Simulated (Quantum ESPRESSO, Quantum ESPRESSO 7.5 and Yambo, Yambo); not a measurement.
**Converging GW for PbO (P4/nmm) in Yambo**

Wanted: a converged G0W0 gap of PbO (P4/nmm), or an estimate of the limit.

Program: Quantum ESPRESSO 7.5 and Yambo 5.3.0. Level of theory: PBE and many-body steps on it, plane waves. Results are calculated unless marked as measured.

The database entry behind the starting cell differs from later determinations by our own check (c about 1 % long), so it need not match the best structure at ambient conditions.

### 1. Set-up

The structure is tetragonal, space group P4/nmm (No. 129). Conventional cell: a = 3.960 Å, b = 3.960 Å, c = 5.070 Å, α = 90.00°, β = 90.00°, γ = 90.00°. Nearest to Pb lie 4 O at 2.32 Å. Nearest to O lie 4 Pb at 2.32 Å. Farther neighbours and most contacts between anions are not listed.

Structure file:

```cif
data_structure
_symmetry_space_group_name_H-M 'P 1'
_symmetry_Int_Tables_number 1
_cell_length_a 3.9600
_cell_length_b 3.9600
_cell_length_c 5.0700
_cell_angle_alpha 90.000
_cell_angle_beta 90.000
_cell_angle_gamma 90.000
_cell_volume 79.51
loop_
_atom_site_label
_atom_site_type_symbol
_atom_site_fract_x
_atom_site_fract_y
_atom_site_fract_z
_atom_site_occupancy
Pb1 Pb 0.00000 0.50000 0.23851 1
Pb2 Pb 0.50000 0.00000 0.76149 1
O3 O 0.00000 0.00000 0.00000 1
O4 O 0.50000 0.50000 0.00000 1
```

The cell and positions come from the Crystallography Open Database and are kept as given unless a step says otherwise. Spin-orbit coupling is left out unless a step names it.

### 2. Empty states on the mesh, 4×4×2 mesh, 359 bands

This step: Quantum ESPRESSO 7.5; DFT, PBE, plane waves, norm-conserving pseudopotentials.

The sums over transitions need many empty states on a uniform mesh; this step solves for them.

Input file pw.in:

```
&control
  calculation = 'nscf'
  prefix = 'x'
  outdir = 'o'
  pseudo_dir = 'pseudo'
/
&system
  ibrav = 0
  nat = 4
  ntyp = 2
  ecutwfc = 76.0
  nbnd = 359
  force_symmorphic = .true.
/
&electrons
  conv_thr = 1e-9
  electron_maxstep = 80
  diago_full_acc = .true.
  diago_thr_init = 5e-6
/
ATOMIC_SPECIES
  Pb 207.2 Pb.upf
  O 15.999 O.upf
CELL_PARAMETERS angstrom
  3.9600000000 0.0000000000 0.0000000000
  0.0000000000 3.9600000000 0.0000000000
  0.0000000000 0.0000000000 5.0700000000
ATOMIC_POSITIONS crystal
  Pb 0.0000000000 0.5000000000 0.2385140000
  Pb 0.5000000000 0.0000000000 0.7614860000
  O 0.0000000000 0.0000000000 0.0000000000
  O 0.5000000000 0.5000000000 0.0000000000
K_POINTS automatic
  4 4 2 0 0 0
```

Run with:

```console
$ OMP_NUM_THREADS=1 mpirun -n 4 pw.x -nk 4 -in pw.in > pw.out
```

What it wrote:

```text
Program PWSCF v.7.5 starts

     This program is part of the open-source Quantum ESPRESSO suite
     for quantum simulation of materials; please cite
         "P. Giannozzi et al., J. Phys.:Condens. Matter 21 395502 (2009);
         "P. Giannozzi et al., J. Phys.:Condens. Matter 29 465901 (2017);
         "P. Giannozzi et al., J. Chem. Phys. 152 154105 (2020);
     in publications or presentations arising from this work. More details at

     Atomic positions and unit cell read from directory:
     o/x.save/

     Message from routine setup:
[...]
44.5791  45.4382  45.7789  46.5083  46.5506  46.8209  47.3083  47.4017
     [... 33 further rows ...]
   146.4454 146.6630 146.9594 146.9599 147.7785 148.3308 149.0431 149.0727
   149.2795 149.3844 149.6523 149.6600 150.4401 150.7393 150.7730

          k = 0.0000 0.2500-0.3905 (  6018 PWs)   bands (ev):

     [... further k-points ...]

     highest occupied, lowest unoccupied level (ev):    10.4903   11.6307

     XML data file, pseudopotentials, collected wavefunctions

=------------------------------------------------------------------------------=
   JOB DONE.
=------------------------------------------------------------------------------=
```

Elapsed: 1.9 min, on 4 MPI ranks of Arm Neoverse V1, shared host; peak memory 0.98 GiB; 7.6 min of CPU time.

Numbers from this step:

```
gap                                                           : 1.140 eV
k of the valence top                                          : 0, 0, 0
k of the conduction bottom                                    : -0.5, -0.5, 0
least direct gap                                              : 2.140 eV
k points computed                                             : 12
lowest point of the top converged band, above the valence top : 138.5270 eV
```

On this mesh the gap is 1.140 eV.

The density comes from a self-consistent run that is not shown.

### 3. Conversion and set-up

This step: Yambo 5.3.0; conversion and set-up on PBE, plane waves, norm-conserving pseudopotentials.

The states are converted to the many-body program's format and the q mesh is built.

Run with:

```console
$ (cd o/x.save; p2y > p2y.log; mv SAVE ../..); yambo > setup.log
```

What it wrote:

```text
 Yambo, version 5.3.0

 [02] CORE Variables Setup
 =========================

  [02.01] Unit cells
  ==================

  Cell kind             :  Unknown
  Atoms in the cell     :  Pb  O
  number of Pb atoms    :  2
  number of O  atoms    :  2

  List of atomic masses
  Mass of Pb    :  207.2000
  Mass of O     :  15.99900

  List of atomic coordinates    : [cc]
  Pb1       :  0.000000  3.741658  2.285182  order 1
  Pb2       :  3.741658  0.000000  7.295730  order 2
  O1       :  0.000000  0.000000  0.000000  order 3
  O2       :  3.741658  3.741658  0.000000  order 4

[...]
K/Q-points units:
 rlu = crystal or reduced units; cc = cartesian coordinates; iku = interal k-units

 Q [ 1]         [rlu]:  0.000000  0.000000  0.000000
 Q [ 2]         [rlu]:  0.000000  0.000000 -0.500000
 Q [ 3]         [rlu]:  0.000000  0.250000  0.000000
[...]
Q [ 8]         [rlu]:  0.250000  0.250000 -0.500000
 Q [ 9]         [rlu]:  0.250000 -0.500000  0.000000
 Q [10]         [rlu]:  0.250000 -0.500000 -0.500000
 Q [11]         [rlu]: -0.500000 -0.500000  0.000000
 Q [12]         [rlu]: -0.500000 -0.500000 -0.500000

  [03.01] X indexes
  =================

   [03.01.01] Sigma indexes
   ========================

 [06] Game Over & Game summary
```

Wall time 3 s (1 MPI rank); peak memory 0.24 GiB.

### 4. 69 bands, 88.4 eV

G0W0 replaces the xc potential by the self-energy, built once from these orbitals. Only a window of levels is corrected, while the sums run over the empty bands that the input names.

This step: G0W0 on PBE, plane waves, norm-conserving pseudopotentials.

Input file gw1.in:

```
HF_and_locXC
gw0
dyson
ppa
em1d
rim_cut
RandQpts= 1000000
RandGvec= 1 RL
EXXRLvcs= 76 Ry
VXCRLvcs= 304 Ry
Chimod= "HARTREE"
% BndsRnXp
 1 | 69 |
%
NGsBlkXp= 6.5 Ry
% LongDrXp
 1 | 1 | 1 |
%
% GbndRnge
 1 | 69 |
%
DysSolver= "n"
ExtendOut
PPAPntXp= 27.21138 eV
% QPkrange
 1 | 1 | 27 | 30 |
 11 | 11 | 27 | 30 |
%
```

Run with:

```console
$ OMP_NUM_THREADS=1 mpirun -n 4 yambo -F gw1.in -J gw1 -C gw1 > gw1.log
```

What it wrote:

```text
 Yambo, version 5.3.0

 [02] CORE Variables Setup
 =========================

  [... cell, symmetries and grids as in the set-up ...]

  [02.05] Energies & Occupations
  ==============================

  [X] === General ===
  [X] Electronic Temperature                        :  0.000000  0.000000 [eV K]
  [X] Bosonic    Temperature                        :  0.000000  0.000000 [eV K]
  [X] Finite Temperature mode                       : no
  [X] El. density                                   :  0.70435E+24 [cm-3]
  [X] Fermi Level                                   :  10.49034 [eV]

  [X] === Gaps and Widths ===
  [X] Conduction Band Min                           :  1.140379 [eV]
  [X] Valence Band Max                              :  0.000000 [eV]
  [X] Filled Bands                                  :  28
  [X] Empty Bands                                   :    29   359
  [X] Direct Gap                                    :  2.139783 [eV]
  [X] Direct Gap localized at k                     :  11
  [X] Indirect Gap                                  :  1.140379 [eV]
  [X] Indirect Gap between kpts                     :   1  11
  [X] Last valence band width                       :  1.733881 [eV]
  [X] 1st conduction band width                     :  2.397823 [eV]

 [03] Transferred momenta grid and indexing
 ==========================================

 IBZ Q-points                                      :  12
 BZ  Q-points                                      :   32

 K/Q-points units:
 rlu = crystal or reduced units; cc = cartesian coordinates; iku = interal k-units

 Q [ 1]         [rlu]:  0.000000  0.000000  0.000000
 Q [ 2]         [rlu]:  0.000000  0.000000 -0.500000
 Q [ 3]         [rlu]:  0.000000  0.250000  0.000000
 Q [ 4]         [rlu]:  0.000000  0.250000 -0.500000
 Q [ 5]         [rlu]:  0.000000 -0.500000  0.000000
 Q [ 6]         [rlu]:  0.000000 -0.500000 -0.500000
 Q [ 7]         [rlu]:  0.250000  0.250000  0.000000
 Q [ 8]         [rlu]:  0.250000  0.250000 -0.500000
 Q [ 9]         [rlu]:  0.250000 -0.500000  0.000000
 Q [10]         [rlu]:  0.250000 -0.500000 -0.500000
 Q [11]         [rlu]: -0.500000 -0.500000  0.000000
 Q [12]         [rlu]: -0.500000 -0.500000 -0.500000

 [04] Coloumb potential Random Integration (RIM)
 ===============================================

  [04.01] RIM initialization
  ==========================

  * Diagonal components only detected *

  8 x (sBL volume)        :  0.115581 [a.u.]
  sBZ random points       :  1000000
  Points outside the sBZ  :   7992674
  RL volume               :  0.462322 [a.u.]
  Integrated volume       :  0.462746 [a.u.]

  [04.02] RIM integrals
  =====================

  Gamma point sphere radius             :  0.088358 [a.u.]
  Points outside the sphere             :   799859
  [Int_sBZ(q=0) 1/q^2]*(Vol_sBZ)^(-1/3) =:  7.508321
                                 should be <:  7.795600

  Summary of Coulomb integrals for non-metallic bands |Q|[au] RIM/Bare

  Q [1] 0.100000E-4 0.963149 * Q [3] 0.209906 0.939180
  Q [7] 0.296853 0.985912 * Q [2] 0.327901 1.190425
  Q [4] 0.389333 1.098551 * Q [5] 0.419813 0.988250
  Q [8] 0.442313 1.058096 * Q [9] 0.469365 0.992508
  Q [6] 0.532693 1.023701 * Q [10] 0.572558 1.017510
  Q [11] 0.593705 0.996346 * Q [12] 0.678237 1.008321

 [WARNING] [Xp] User bands 1-69 break level degeneracy

 [05] Dipoles
 ============

  [05.01] Setup: observables and procedures
  =========================================

  [WARNING] [x,Vnl] slows the Dipoles computation. To neglect it rename the ns.kb_pp file

 [06] Dynamic Dielectric Matrix (PPA)
 ====================================

 [WR./gw1//ndb.pp]---------------------------------------------------------------
  Brillouin Zone Q/K grids (IBZ/BZ)                :   12   32   12   32
  RL vectors                                       :   7421 [WF]
  Coulomb cutoff potential                         : none
  Electronic Temperature                           :  0.000000 [K]
  Bosonic    Temperature                           :  0.000000 [K]
  PPA    diel. fun.  energies                      : Perdew, Burke & Ernzerhof(X)+Perdew, Burke & Ernzerhof(C)
  wavefunctions                                    : Perdew, Burke & Ernzerhof(X)+Perdew, Burke & Ernzerhof(C)
  Global Gauge                                     : length
  X matrix size                                    :  135
  X band range                                     :    1   69
  X e/h energy range                               : -1.000000 -1.000000 [eV]
  X Time ordering                                  : R
  X Hxc Kernel                                     : HARTREE
  X Drude frequency                                :  0.000000  0.000000
  X poles                                          :  100.0000 [o/o]
  RL vectors in the sum                            :   7421
  [r,Vnl] included                                 : yes
  Field direction                                  :  0.577350E-5  0.577350E-5  0.577350E-5
  BZ energy Double Grid                            : no
  BZ energy DbGd points                            : 0
  BZ Q point size factor                           : -1.000000
  X Optical Averaged directions                    : none

 [07] Local Exchange-Correlation + Non-Local Fock
 ================================================

 [VXC] Plane waves :   48109
 [EXS] Plane waves :   6039

 QP @ state[ 1 ] K range:  1  1
 QP @ state[ 1 ] b range:  27  30
 QP @ state[ 2 ] K range:  11  11
 QP @ state[ 2 ] b range:  27  30

 [xc] Functional : Perdew, Burke & Ernzerhof(X)+Perdew, Burke & Ernzerhof(C)
 [xc] LIBXC used to calculate xc functional
  PP Number of Atomic Species                      :  2
  NLCC RL compoments                               :   48109
  PP Number of Atomic Species                      :  2
  NLCC RL compoments                               :   48109

 [xc] E_xc :  -38.90205 [Ha]
      E_xc :  -77.80409 [Ry]

  Local XC kind (lXC) : Perdew, Burke & Ernzerhof(X)+Perdew, Burke & Ernzerhof(C)
  Non-Local XC kind (nlXC) : Hartree-Fock

  Corrections @ K [1] :  [eV]
 <27|nlXC|27> = -24.38328 -0.25504E-16 <27|lXC|27> = -19.64461 -0.18882E-15
 <28|nlXC|28> = -20.42666  0.12505E-18 <28|lXC|28> = -18.04756  0.18882E-15
 <29|nlXC|29> = -8.474783  0.15666E-17 <29|lXC|29> = -12.42384 -0.18882E-15
 <30|nlXC|30> = -6.816506 -0.10357E-17 <30|lXC|30> = -11.34140  0.000000

  Corrections @ K [11] :  [eV]
 <27|nlXC|27> = -24.98348  0.11082E-16 <27|lXC|27> = -20.40860  0.37763E-15
 <28|nlXC|28> = -24.98344 -0.46368E-17 <28|lXC|28> = -20.40860  0.25962E-15
 <29|nlXC|29> = -6.808484 -0.42786E-17 <29|lXC|29> = -10.08601  0.11801E-16
 <30|nlXC|30> = -6.808486 -0.24535E-17 <30|lXC|30> = -10.08601  0.47204E-16

 [08] Dyson equation: Newton solver
 ==================================

  [08.01] G0W0 (W PPA)
  ====================

  [  GW  ] Bands range     :    1   69
  [GW/PPA] G damping       :  0.100000 [eV]

  QP @ state[ 1 ] K range:  1  1
  QP @ state[ 1 ] b range:  27  30
  QP @ state[ 2 ] K range:  11  11
  QP @ state[ 2 ] b range:  27  30

   Sc/G bands                                       :    1   69
   Sc/G damping                                     :  0.100000 ev
   Sc bands terminator                              : no
   Sx RL components                                 :   6039

   QP @ state[ 1 ] K range                          :  1  1
   QP @ state[ 1 ] b range                          :  27  30
   QP @ state[ 2 ] K range                          :  11  11
   QP @ state[ 2 ] b range                          :  27  30
   GF energies kind                                 : Perdew, Burke & Ernzerhof(X)+Perdew, Burke & Ernzerhof(C)
   GF WF`s kind                                     : Perdew, Burke & Ernzerhof(X)+Perdew, Burke & Ernzerhof(C)
   Xs energies kind                                 : Perdew, Burke & Ernzerhof(X)+Perdew, Burke & Ernzerhof(C)
   Xs WF`s kind                                     : Perdew, Burke & Ernzerhof(X)+Perdew, Burke & Ernzerhof(C)

 [11] Game Over & Game summary
```

Wall time 51 s (4 MPI ranks); peak memory 2.3 GiB.

Numbers from this step:

- G0W0 gap on the points computed: 1.140 eV
- starting gap on the mesh: 1.140 eV
- k of the valence top: 0, 0, 0
- k of the conduction bottom: -0.5, -0.5, 0
- least direct G0W0 gap on the computed points: 2.119 eV
- Z at the valence top: 0.7900
- Z at the conduction bottom: 0.8365

The gap on the mesh goes from 1.14 eV to 1.14 eV, a correction of −0.0001 eV.

(Part 1 of 2 ends here.)

[Paths, hosts, dates, memory and timing lines, banners, echoed tables and standing remarks are left out of the program output.]

[Logs are printed without paths, hosts, clocks, repeated set-up lines and the standing remarks that a program may print on its own settings, such as how far it seeks lower states.]

[Runs of the session that timed out or met a known fault of the program may be left out.]

[Hosts, paths, dates, database ids (printed as entryN), source tags and the programs' standing remarks are cut or masked in the printed files.]
